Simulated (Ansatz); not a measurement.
## Formation energy and levels of the substitutional impurity N_S in La2PbS4 (I-42d)

Charge states of N_S in La2PbS4 (I-42d), set against the band edges. Model: a cell of 56 host atoms with 1 S taken out and 1 N put in.

Program: Ansatz 0.2.0. Level of theory: place-levels on PBEsol runs: charge-transition levels and formation energies with image-charge correction and potential alignment at the atomic sites. Results are calculated unless marked as measured.

### 1. The starting structure

The cell holds 56 atoms: 16 La, 8 Pb, 31 S and 1 N. Its edges and angles: a = 12.256 Å, b = 12.256 Å, c = 12.285 Å, α = 59.9°, β = 59.9°, γ = 60.2°. It derives from La2PbS4 (space group I-42d). Nearest the centre at fractional (0.356, 0.450, 0.473): N42 at 0.00 Å, La7 at 2.89 Å, La9 at 2.92 Å, Pb17 at 2.97 Å, La2 at 3.03 Å, Pb22 at 3.10 Å, La15 at 3.11 Å, S39 at 3.24 Å.

Known beforehand: the electronic dielectric constant, (9.97, 9.97, 9.65), and the static one, (38.65, 38.65, 35.03), from a response run on this crystal (DFPT, PBEsol) at that run's own cell.

The cell's shortest repeat is 12.3 Å.

### 2. What was run first

Levels follow from differences of total energies between charge states, each relaxed by itself.

Each atom starts 0.05 Å or so off its site in a random direction. Forces are taken at one point at (¼, ¼, ¼). The cell holds 1 electron more than the neutral one, with a uniform background that keeps it neutral on the whole.

The sampling was tested on the host first: at the k-points planned (1x1x1 shifted 0.25 0.25 0.25) its energy lies -0.003 eV an atom from the dense-mesh value, under the bound of 0.02 eV set for this test; that bounds the host's error, not the defect's.

One of the inputs; charge, spin and start change from state to state.

qm1.relax/input.yaml reads:

```yaml
crystal:
  lattice:
    - [0.0, 8.68700355, 8.64614056]
    - [8.68700355, 0.0, 8.64614056]
    - [8.68700355, 8.68700355, 0.0]
  atoms:
    - { symbol: La, position: [0.1200609, 0.0049391, 0.1299391] }
    - { symbol: La, position: [0.3700609, 0.2549391, 0.3799391] }
    - { symbol: La, position: [0.6200609, 0.5049391, 0.6299391] }
[... 3 atom lines left out ...]
    - { symbol: La, position: [0.5049391, 0.6200609, 0.2450609] }
[... 1 atom line left out ...]
    - { symbol: La, position: [0.2450609, 0.6299391, 0.6200609] }
[... 5 atom lines left out ...]
    - { symbol: La, position: [0.6299391, 0.2450609, 0.5049391] }
[... 1 atom line left out ...]
    - { symbol: Pb, position: [0.125, 0.625, 0.375] }
[... 4 atom lines left out ...]
    - { symbol: Pb, position: [0.25, 0.25, 0.75] }
    - { symbol: Pb, position: [0.5, 0.5, 0.0] }
[... 3 atom lines left out ...]
    - { symbol: S, position: [0.72082915, 0.47337449, 0.35559432] }
    - { symbol: S, position: [0.97082915, 0.72337449, 0.60559432] }
    - { symbol: S, position: [0.23059432, 0.82520204, 0.34582915] }
    - { symbol: S, position: [0.48059432, 0.07520204, 0.59582915] }
[... 2 atom lines left out ...]
    - { symbol: S, position: [0.07520204, 0.48059432, 0.84837449] }
    - { symbol: S, position: [0.32520204, 0.73059432, 0.09837449] }
[... 4 atom lines left out ...]
    - { symbol: S, position: [0.59837449, 0.34582915, 0.23059432] }
[... 2 atom lines left out ...]
    - { symbol: S, position: [0.35559432, 0.45020204, 0.47337449] }
[... 2 atom lines left out ...]
    - { symbol: S, position: [0.09582915, 0.34837449, 0.57520204] }
[... 4 atom lines left out ...]
    - { symbol: S, position: [0.45020204, 0.35559432, 0.72082915] }
[... 2 atom lines left out ...]
    - { symbol: S, position: [0.22337449, 0.47082915, 0.20020204] }
    - { symbol: S, position: [0.47337449, 0.72082915, 0.45020204] }
[... 1 atom line left out ...]
    - { symbol: S, position: [0.97337449, 0.22082915, 0.95020204] }
  supercell: [1, 1, 1]
  defects: [{ substitution: { at: 41, symbol: "N" } }]
total_charge: -1
basis:
  ecutwfc: 420
  xc_grid: 2
hamiltonian:
  xc: pbesol
kpoints:
  mp_grid: { grid: [1, 1, 1], shift: [0.25, 0.25, 0.25] }
scf:
  occupations: { method: fixed }
  max_iter: 80
output:
  forces: true
  charged_corrections:
    epsilon: [9.97, 9.97, 9.65]
    static_epsilon: [38.65, 38.65, 35.03]
relax:
  f_tol: 0.02
  max_steps: 80
  random_displacement: { amplitude: 0.05, seed: 9515 }
checkpoint:
  write: "../qm1.relax.run"
  compress: false
  write_wavefunctions: true
  write_every: 100000
```

Launch:

```console
$ ansatz run input.yaml --threads 4 --pin off --max-ram 7536MiB --backend cpu --events-out ev --progress --plain --runs-dir out
```

The relaxed structure is kept and the sampling changed to a 2×2×2 shifted mesh.

The run of this state that the levels use, under PBEsol:

qm1.point/input.yaml reads:

```yaml
crystal:
  checkpoint: "../qm1.relax.run"
  host: checkpoint
total_charge: -1
basis:
  ecutwfc: 420
  xc_grid: 2
hamiltonian:
  xc: pbesol
kpoints:
  mp_grid: { grid: [2, 2, 2], shift: [0.5, 0.5, 0.5] }
scf:
  occupations: { method: fermi_dirac, width: 0.01 }
  max_iter: 80
output:
  forces: true
  eigenvalues: true
  charged_corrections:
    epsilon: [9.97, 9.97, 9.65]
    static_epsilon: [38.65, 38.65, 35.03]
    defect_position: [0.355594, 0.450202, 0.473374]
  eigenstates: { localisation: true }
  populations: true
  band_densities: [{ bands: [v1, v1] }, { bands: [c1, c1] }]
  write_density: true
  write_potential: true
  volumetric_format: npy
  elf: true
checkpoint:
  read: "../qm1.relax.run"
  write: "../qm1.point.run"
  compress: false
  write_wavefunctions: false
  write_every: 100000
```

Relaxations under PBEsol at one point at (¼, ¼, ¼); times on 4 threads of Arm Neoverse V1, shared host:

```tsv
charge	moment (μB)	occupations	outcome	steps	largest displacement against the far atoms (Å)	time
−1	0	fixed	converged	9	0.64	3.2 min
0	1	fixed	converged	9	0.80	8.3 min
```

Single points under PBEsol at a 2×2×2 shifted mesh; times on 4 threads of Arm Neoverse V1, shared host:

```tsv
charge	moment (μB)	occupations	outcome	time
−1	0	fermi-dirac	converged	2.9 min
0	1	fermi-dirac	converged	6.6 min
```

Distances (Å) from N42 to the nearest atoms after relaxation with PBEsol:

```tsv
charge	moment (μB)	1.	2.	3.	4.	5.	6.
−1	0	La 2.29	La 2.30	Pb 2.34	S 3.27	S 3.42	S 3.42
0	1	La 2.35	La 2.46	La 2.53	S 2.75	S 3.21	S 3.45
```

### 3. Placing the levels, PBEsol

A charged cell interacts with its images and the background, and its potential has another zero than the host's. place-levels removes the first by a point-charge model, screened by the static dielectric constant since the ions have relaxed around the charge, and the second by comparing potentials at atoms far from the defect.

The host is a run of the defect-free crystal in the same cutoffs, grids and k-points, so that basis and sampling errors cancel in part in the differences. Its band edges come from a run of the primitive cell that searches the zone for them. Chemical potentials are energies per atom of S (S12 rings, Pnnm, not the stable S8 form) and N (N2 molecule), run with the same functional and cutoff.

levels.point.yaml reads:

```yaml
host:
  run: host.point.run
  levels_from: { run: edges.point.run }
states: [qm1.point.run, q0_M1.point.run]
geometry_from:
  qm1.point.run: qm1.relax.run
  q0_M1.point.run: q0_M1.relax.run
  host.point.run: host.relax.run
chemical_potentials:
  S:
    energy: -884.879081
    dataset: "<sha256 of the dataset>"
  "N":
    energy: -378.471758
    dataset: "<sha256 of the dataset>"
epsilon: [9.97, 9.97, 9.65]
static_epsilon: [38.65, 38.65, 35.03]
vertical:
  - { from: qm1.point.run, to: qm1.point_neutral.run }
```

Launch:

```console
$ ansatz place-levels levels.point.yaml -- --threads 4 --pin off --max-ram 7536MiB
```

Numbers of over 12 decimals in the logs are rounded to 6 here.

Output:

```text
[... repeated set-up lines and file paths are left out, and long positions are rounded to six places ...]
(0/-1) 0.186 eV above the valence edge, 1.910 eV under the conduction edge
formation energy of charge 0: +3.748 eV with the Fermi level at the valence edge
formation energy of charge -1: +3.934 eV with the Fermi level at the valence edge
vertical -1 to 0: no energy, since no alignment is typed
  the change from vertical[0].from (qm1.point.run) to vertical[0].to (qm1.point_neutral.run): by its potential at epsilon [9.97, 9.97, 9.65] it stands at 0.280 0.570 0.377, with an rms radius of about 4.5 Å (2.6 2.6 2.6 Å across the planes of the cell's [...]
  edges by pbesol of host.levels_from (edges.point.run), its mesh sampled to repeats of 37.56 Å (the valence edge +0.047 eV and the conduction edge -0.079 eV from those of the host's own run), gap 2.096 eV; the host is sampled to repeats of 24.51 Å
  the defect's cells are sampled to repeats of 24.51 Å, like sampling
  charge 0: +0.000 eV for its dipole among its images, +0.000 omitted
  charge -1: -220515.1535 eV with its correction of +0.159 eV, at epsilon [38.65, 38.65, 35.03], aligned at sites: -0.1082 eV, mean over 11 atomic sites at or beyond 6.13 Å from the host's site at [0.3555, 0.4503, 0.4734] by the defect at [0.3556, 0.4502, [...]
  of states[1] (q0_M1.point.run): its displacements don't fall off away from the defect: farther atoms stand 0.044 Å off the host's places. [...]
  of states[0] (qm1.point.run): it parts from the run at its places by a charge that spreads by about 2.6 Å along one vector (1.7 Å or more is wide), by its potential at epsilon [9.97, 9.97, 9.65], taken for that of held ions (one typed too small widens it), [...]
  of vertical[0].from (qm1.point.run): its displacements don't fall off away from the defect: farther atoms stand 0.051 Å off the host's places. [...]
  vertical[0].to (qm1.point_neutral.run): levels filled in part (TS 0.005 eV): its energy is of no whole electron's
  of vertical[0].to (qm1.point_neutral.run): its displacements don't fall off away from the defect: farther atoms stand 0.051 Å off the host's places. [...]
```

Elapsed: 0.26 s, on 4 threads of Arm Neoverse V1, shared host.

Levels between the charges placed, in eV above the valence top:

```tsv
	gap (eV)	(0/−1)
PBEsol	2.10	0.19
```

Corrections by state:

```tsv
charge	moment (μB)	image terms and alignment (eV)	band filling (eV)	ε used	over the lowest of its charge, as the program ranks them, band filling apart (eV)
0	1.0	0.000	-	-	0.000
−1	0.0	0.159	-	principal values (35.03, 38.65, 38.65)	0.000
```

The charged structures listed were also run neutral, and place-levels reads from each pair, by the potential or the spins, how wide the charge is by which they differ; that can be the carrier of either run.

```tsv
charge	rms radius (Å)	spread where it is widest against the cell (Å)	wide from (Å)	reading
−1	4.5	2.63	1.73	wide
```

The neutral runs of these pairs need not share the spin of the lowest neutral state, and very wide values only mean spread over the cell.

From the program's caveats on the states, each cut to its opening words:

- charge 0 (1 μB): its displacements don't fall off away from the defect: farther atoms stand 0.044 Å off the host's places
- charge −1: it parts from the run at its places by a charge that spreads by about 2.6 Å along one vector (1.7 Å or more is wide), by its potential at epsilon [9.97, 9.97, [...]
- charge −1: its displacements don't fall off away from the defect: farther atoms stand 0.051 Å off the host's places

Chemical potentials of the elements' reference phases, run alike. Formation energies (elemental references), with the Fermi level at the valence top and at the conduction bottom (gap 2.10 eV):

```tsv
charge	at valence top (eV)	at conduction bottom (eV)	correction included (eV)
0	3.75	3.75	0.00
−1	3.93	1.84	0.16
```

Fermi level (eV), lowest formation energy (eV) and a bar from the least value:
```
     0.00       3.75 ##############################
     0.19       3.74 ##############################
     0.38       3.55 ###########################
     0.57       3.36 ########################
     0.76       3.17 #####################
     0.95       2.98 ##################
     1.14       2.79 ###############
     1.33       2.60 ############
     1.52       2.41 #########
     1.71       2.22 ######
     1.91       2.03 ###
     2.10       1.84
```

### 4. The same at the relaxations' own k-points

The relaxations' own energies give the levels at their sampling, for comparison.

levels.relax_mesh.yaml reads:

```yaml
host:
  run: host.relax.run
  levels_from: { run: edges.relax.run }
states: [qm1.relax.run, q0_M1.relax.run]
chemical_potentials:
  S:
    energy: -884.879081
    dataset: "<sha256 of the dataset>"
  "N":
    energy: -378.471758
    dataset: "<sha256 of the dataset>"
```

Launch:

```console
$ ansatz place-levels levels.relax_mesh.yaml -- --threads 4 --pin off --max-ram 7536MiB
```

Output:

```text
(0/-1) 0.185 eV above the valence edge, 1.910 eV under the conduction edge
formation energy of charge 0: +3.775 eV with the Fermi level at the valence edge
formation energy of charge -1: +3.960 eV with the Fermi level at the valence edge
  edges by pbesol of host.levels_from (edges.relax.run), its mesh sampled to repeats of 37.56 Å (the valence edge +0.062 eV and the conduction edge -0.160 eV from those of the host's own run), gap 2.096 eV; the host is sampled to repeats of 12.26 Å
[... the lines on each state left out ...]
```

Run time: 0.12 s. Hardware: 4 threads.

Levels between neighbouring charges, in eV above the valence top:

```tsv
	gap (eV)	(0/−1)
one point at (¼, ¼, ¼)	2.10	0.19
a 2×2×2 shifted mesh	2.10	0.19
```

Going from one point at (¼, ¼, ¼) to a 2×2×2 shifted mesh moves the levels that carry no band-filling term by up to 0.00 eV and formation energies against the elements by up to 0.03 eV.

### 5. Results

| Property | Result |
| --- | --- |
| gap of the host | 2.10 eV (PBEsol) |
| level (0/minus 1) | 0.19 eV above the valence top |
| lowest of the charges placed, just above the valence top (0.02 eV) | 0 |
| lowest of the charges placed, just below the conduction bottom (0.02 eV) | −1 |
| lowest formation energy at mid-gap of the charges run, elemental references | 2.89 eV |

**Reading.** Of the charges placed (−1 and 0), the lowest changes at 0.19 eV (0/−1) above the valence top, in a gap of 2.10 eV. Charges above 0 and below −1 were not placed, so these runs say nothing of levels that involve them. States placed: 0 at 1 μB; −1 at 0 μB. Other spin states or structures, where not listed, weren't placed. N is taken at its element; compounds, which aren't counted here, bound the chemical potentials and would shift these formation energies. Going from one point at (¼, ¼, ¼) to a 2×2×2 shifted mesh moves the levels that carry no band-filling term by up to 0.00 eV and formation energies against the elements by up to 0.03 eV. Keep in mind: PBEsol makes the gap too small and tends to spread out bound carriers; where a gas molecule sets a chemical potential or the host's formation energy, its binding is uncorrected; spin–orbit coupling, which can matter with heavy atoms, is left out.

[Logs are printed without paths, hosts, clocks, repeated set-up lines and the standing remarks that a program may print on its own settings, such as how far it seeks lower states.]

[Hosts, paths, dates, database ids (printed as entryN), source tags and the programs' standing remarks are cut or masked in the printed files.]

[Where a table of states has a column of steps, it counts the stored structures, which are thinned; the runs took as many ionic steps or more.]

[A defect's name tells the site on which it was built; relaxed atoms can leave that site.]

[For some hosts the program warned that the k-mesh of the response run may be too coarse for force constants and the static dielectric constant; such warnings are not shown here.]
